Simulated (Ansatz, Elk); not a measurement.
# How far do independent atoms describe NaN2?, part 2 of 2

The structure of NaN2 used here is made up (a known structure type with other elements) and was relaxed beforehand with r2SCAN. The aim is the Fourier transform of its all-electron density, F(hkl), set beside the sum over free spherical atoms that refinements use.

Elk 11.2.3 (patched build); all-electron DFT.

So far: Set-up; Ground state and structure factors; The highest occupied states alone.

The structure was built from a prototype and need not be the compound's stable phase.

### 4. Another functional

Level of this step: DFT, LDA (Perdew-Wang), all-electron APW+lo, Dirac cores, scalar-relativistic bands, static density, no spin (Elk).

The difference from free atoms is small, so it is set against the change that LDA (Perdew-Wang) makes.

Contents of elk.in:

```
tasks
  0
  195

xctype
  3

spinpol
  .false.

rgkmax
  7.0

gmaxvr
  14.0

lmaxo
  7

lmaxapw
  8

swidth
  0.002

tshift
  .false.

ramdisk
  .false.

hmaxvr
  5.5

maxscl
  120

epspot
  1e-06

sppath
  './'

avec
  5.83671721621 -0.00000000000 0.00000000000
  -2.91835860810 5.05474538394 0.00000000000
  0.00000000000 0.00000000000 6.89892468373

atoms
  2
  'Na.in'
  1
  -0.0000000000 -0.0000000000 0.0000000000   0.000000 0.000000 0.000000
  'N.in'
  2
  0.6666666667 0.3333333333 0.5000000000   0.000000 0.000000 0.000000
  0.3333333333 0.6666666667 0.5000000000   0.000000 0.000000 0.000000

ngridk
  8 8 6
```

Command:

```bash
$ OMP_NUM_THREADS=4 elk
```

Numbers of over 12 decimals in the logs are rounded to 6 here.

The program printed:

```text
┌─────────────────────────┐
│ Elk code version 11.2.3 │
└─────────────────────────┘

All units are atomic (Hartree, Bohr, etc.)

┌─────────────────────────────────────────────────┐
│ Ground-state run starting from atomic densities │
└─────────────────────────────────────────────────┘

Lattice vectors :
   5.836717216      -0.000000000       0.000000000
  -2.918358608       5.054745384       0.000000000
   0.000000000       0.000000000       6.898924684

Reciprocal lattice vectors :
   1.076493014      0.6215135313      -0.000000000
[...]
valence                     :    19.00000000
 interstitial                :    3.180184764
 muffin-tins (core leakage)
  species : 1 (Na)
[...]
species : 2 (N)
   atom 1                    :    5.849485105     ( -0.3454659641E-05)
   atom 2                    :    5.849485105     ( -0.3454659641E-05)
 total in muffin-tins        :    21.81981524
 total calculated charge     :    24.99986279
 total charge                :    25.00000000
 error                       :   0.1372063923E-03

┌──────────────────────────────┐
│ Self-consistent loop stopped │
└──────────────────────────────┘

Wrote STATE.OUT
[key lines of the parts left out:]
total energy                :     -270.34472362842
```

Elapsed: 4.6 s, on 4 threads of Arm Neoverse V2, shared host; peak memory 0.16 GiB; 14 s of CPU time.

Against the first run R = 0.18 %; the largest change is -0.039 at 110.

### 5. Basis size

The basis and the expansions that go with it are enlarged, to see whether the differences are converged.

elk.in, as its differences from that of step 4:

```diff
@@ -5,3 +5,3 @@
 xctype
-  3
+  20
 
@@ -11,12 +11,12 @@
 rgkmax
-  7.0
+  8.5
 
 gmaxvr
-  14.0
+  18.0
 
 lmaxo
-  7
+  9
 
 lmaxapw
-  8
+  10
```

Command:

```bash
$ OMP_NUM_THREADS=4 elk
```

The program printed:

```text
┌─────────────────────────┐
│ Elk code version 11.2.3 │
└─────────────────────────┘

All units are atomic (Hartree, Bohr, etc.)

┌─────────────────────────────────────────────────┐
│ Ground-state run starting from atomic densities │
└─────────────────────────────────────────────────┘

Lattice vectors :
   5.836717216      -0.000000000       0.000000000
  -2.918358608       5.054745384       0.000000000
   0.000000000       0.000000000       6.898924684

Reciprocal lattice vectors :
   1.076493014      0.6215135313      -0.000000000
[...]
valence                     :    19.00000000
 interstitial                :    3.135305625
 muffin-tins (core leakage)
  species : 1 (Na)
[...]
species : 2 (N)
   atom 1                    :    5.875876046     (  0.5513465733E-06)
   atom 2                    :    5.875876046     (  0.5513465733E-06)
 total in muffin-tins        :    21.86469438
 total calculated charge     :    24.99998817
 total charge                :    25.00000000
 error                       :   0.1183261427E-04

┌──────────────────────────────┐
│ Self-consistent loop stopped │
└──────────────────────────────┘

Wrote STATE.OUT
[key lines of the parts left out:]
total energy                :     -271.80465070030
```

It took 17 s on 4 threads; peak memory 0.16 GiB; 53 s of CPU time.

Against the first run R = 0.03 %; the largest change is +0.004 at 204.

### 6. A coarser k-mesh

About half the k-points along each axis test the sampling.

elk.in, as its differences from that of step 5:

```diff
@@ -11,12 +11,12 @@
 rgkmax
-  8.5
+  7.0
 
 gmaxvr
-  18.0
+  14.0
 
 lmaxo
-  9
+  7
 
 lmaxapw
-  10
+  8
 
@@ -59,2 +59,2 @@
 ngridk
-  8 8 6
+  4 4 3
```

Command:

```bash
$ OMP_NUM_THREADS=4 elk
```

The program printed:

```text
┌─────────────────────────┐
│ Elk code version 11.2.3 │
└─────────────────────────┘

All units are atomic (Hartree, Bohr, etc.)

┌─────────────────────────────────────────────────┐
│ Ground-state run starting from atomic densities │
└─────────────────────────────────────────────────┘

Lattice vectors :
   5.836717216      -0.000000000       0.000000000
  -2.918358608       5.054745384       0.000000000
   0.000000000       0.000000000       6.898924684

Reciprocal lattice vectors :
   1.076493014      0.6215135313      -0.000000000
[...]
valence                     :    19.00000000
 interstitial                :    3.133405248
 muffin-tins (core leakage)
  species : 1 (Na)
[...]
species : 2 (N)
   atom 1                    :    5.877313110     (  0.5521369109E-06)
   atom 2                    :    5.877313110     (  0.5521369109E-06)
 total in muffin-tins        :    21.86659475
 total calculated charge     :    24.99987251
 total charge                :    25.00000000
 error                       :   0.1274928719E-03

┌──────────────────────────────┐
│ Self-consistent loop stopped │
└──────────────────────────────┘

Wrote STATE.OUT
[key lines of the parts left out:]
total energy                :     -271.79650342327
```

It took 3.8 s on 4 threads; peak memory 0.16 GiB; 7.2 s of CPU time.

Against the first run R = 0.33 %; the largest change is -0.069 at 003.

### 7. Settings against the effect

| run | R against the first run (%) | R against neutral atoms, low angle (%) | wall time |
| --- | --- | --- | --- |
| PBE, rgkmax 7 | 0.00 | 1.54 | 6.7 s |
| LDA (Perdew-Wang) | 0.18 | 1.29 | 4.6 s |
| rgkmax 8.5 with larger expansions | 0.03 | 1.55 | 17 s |
| k-mesh 4×4×3 | 0.33 | 1.50 | 3.8 s |

### 8. Summary of results

- R against neutral atoms, sin θ/λ < 0.3 Å⁻¹: 1.54 %
- R against neutral atoms, 0.3 to 0.83 Å⁻¹: 1.50 %

In words: Independent neutral atoms miss the calculated amplitudes by R = 1.54 % below 0.3 Å⁻¹ and 1.50 % from there to 0.83 Å⁻¹; by shells, 6.29 % below 0.15 Å⁻¹ (1 form), 1.44 % 0.15 to 0.3 (3 forms), 1.34 % 0.3 to 0.45 (7 forms), 1.54 % above 0.45 (36 forms). Bonding, aspherical density and the tables' own atoms all enter these figures, and the runs don't part them. The largest change of an amplitude is -0.38 electrons, at 002. Weak lines can change much in proportion: 005 goes from 0.30 to 0.14. The window's part falls from 9.0 electrons at the origin to at most 0.30 between 0.45 and 0.83 Å⁻¹. Below 0.3 Å⁻¹ the changes that finished (LDA (Perdew-Wang), rgkmax 8.5 with larger expansions and k-mesh 4×4×3) move F by R = 0.30 % at most, against the 1.54 % that separates it from free atoms. The electron count is odd, so without spin the run is a metal by force. Part of the difference isn't bonding: the tables are fits to free atoms and ions calculated by other methods than this functional. Thermal motion, anomalous dispersion and extinction are left out.

[Logs are printed without paths, hosts, clocks, repeated set-up lines and the standing remarks that a program may print on its own settings, such as how far it seeks lower states.]

[Hosts, paths, dates, database ids (printed as entryN), source tags and the programs' standing remarks are cut or masked in the printed files.]
